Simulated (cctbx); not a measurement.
## Diagnosing a refinement

Cell a = 11.1550 Å, b = 11.1550 Å, c = 11.1550 Å, α = 90.00°, β = 90.00°, γ = 90.00°; space group I-43m (no. 217).

Simulated single-crystal data (cctbx): Mo Kα, λ = 0.71073 Å, to d = 0.75 Å, 50 % of the full sphere, strongest reflection 70000 counts, noise from counting, a 2 % proportional error and a noise floor of 2 counts (s.d.); no absorption.

An anisotropic refinement with weights 1/σ² prints:

```text
Rint 0.019, 350 unique reflections to 0.76 A
cycle     R1     wR2    GooF  max shift (A)
   1  0.0171  0.0491   4.935   0.00055
   2  0.0074  0.0205   2.063   0.00000
final R1 0.0074 wR2 0.0205 GooF 2.063  parameters 16  data/parameter 21.9
atom        x        y        z      Ueq    occ   su(xyz)  su(Uiso or U11)
Sb1    0.28710  0.71290  0.28710   0.0024  1.000  0.00002  0.0001
Sb2    0.00000  0.00000  0.00000   0.0032  1.000  0.00000  0.0001
I1     0.30060  0.93429  0.30060   0.0058  1.000  0.00002  0.0001
Y1     0.00000  0.00000  0.29624   0.0033  1.000  0.00004  0.0001
Ni1    0.00000  0.50000  0.25000   0.0041  1.000  0.00000  0.0002
difference map: max 0.63 min -0.40 rms 0.11
Q1    0.2223  0.2223  0.2223    8    0.64  0.18 A from Sb1
Q2    0.0000  0.0000  0.3103   12    0.61  0.16 A from Y1
Q3    0.0000  0.0000  0.0000    2    0.57  0.00 A from Sb2
Q4    0.1411  0.1411  0.8589    8    0.37  2.65 A from I1
Q5    0.1384  0.1384  0.1384    8    0.35  1.44 A from Sb1
Q6    0.0992  0.0992  0.8044   24    0.28  1.93 A from Y1
```

Q: Accept it or mend it, and why?

Mend it. The fault: wrong element: I1 is Sb. Against the right model at the same level, R1 goes from 0.0042 to 0.0074 and GooF from 0.96 to 2.06 and the top difference peak, 0.6 e/Å³, lies on Sb1. I1 has 2 electrons too many and its U swells to shed them, as expected (near an absorption edge f′ can widen the mismatch well beyond the difference in Z).

The compound is Y6Ni6Sb17. The right model at the same level gives:

```text
Rint 0.019, 350 unique reflections to 0.76 A
cycle     R1     wR2    GooF  max shift (A)
   1  0.0042  0.0096   0.970   0.00009
   2  0.0042  0.0095   0.959   0.00000
final R1 0.0042 wR2 0.0095 GooF 0.959  parameters 16  data/parameter 21.9
atom        x        y        z      Ueq    occ   su(xyz)  su(Uiso or U11)
Sb1    0.28710  0.71290  0.28710   0.0033  1.000  0.00001  0.0000
Sb2    0.00000  0.00000  0.00000   0.0042  1.000  0.00000  0.0001
Sb3    0.30060  0.93430  0.30060   0.0045  1.000  0.00001  0.0000
Y1     0.00000  0.00000  0.29630   0.0041  1.000  0.00002  0.0001
Ni1    0.00000  0.50000  0.25000   0.0050  1.000  0.00000  0.0001
Flack x: 0.006(3)
Hooft y: 0.001(4)  Bijvoet pairs: 149
difference map: max 0.17 min -0.22 rms 0.05
Q1    0.0587  0.0587  0.3151   24    0.18  0.95 A from Y1
Q2    0.1340  0.1340  0.1340    8    0.17  1.53 A from Sb1
Q3    0.1294  0.1987  0.1987   24    0.16  0.96 A from Sb1
Q4    0.1044  0.1664  0.7441   48    0.14  1.64 A from Sb3
Q5    0.0575  0.0575  0.6906   24    0.14  0.92 A from Y1
Q6    0.0055  0.3055  0.3683   48    0.12  1.10 A from Sb3
```

The model is made up (kin elements in a known structure type, no relaxation), so it says nothing on whether the phase exists.

[Middle refinement cycles are left out of these outputs.]

[Logs are printed without paths, hosts, clocks, repeated set-up lines and the standing remarks that a program may print on its own settings, such as how far it seeks lower states.]
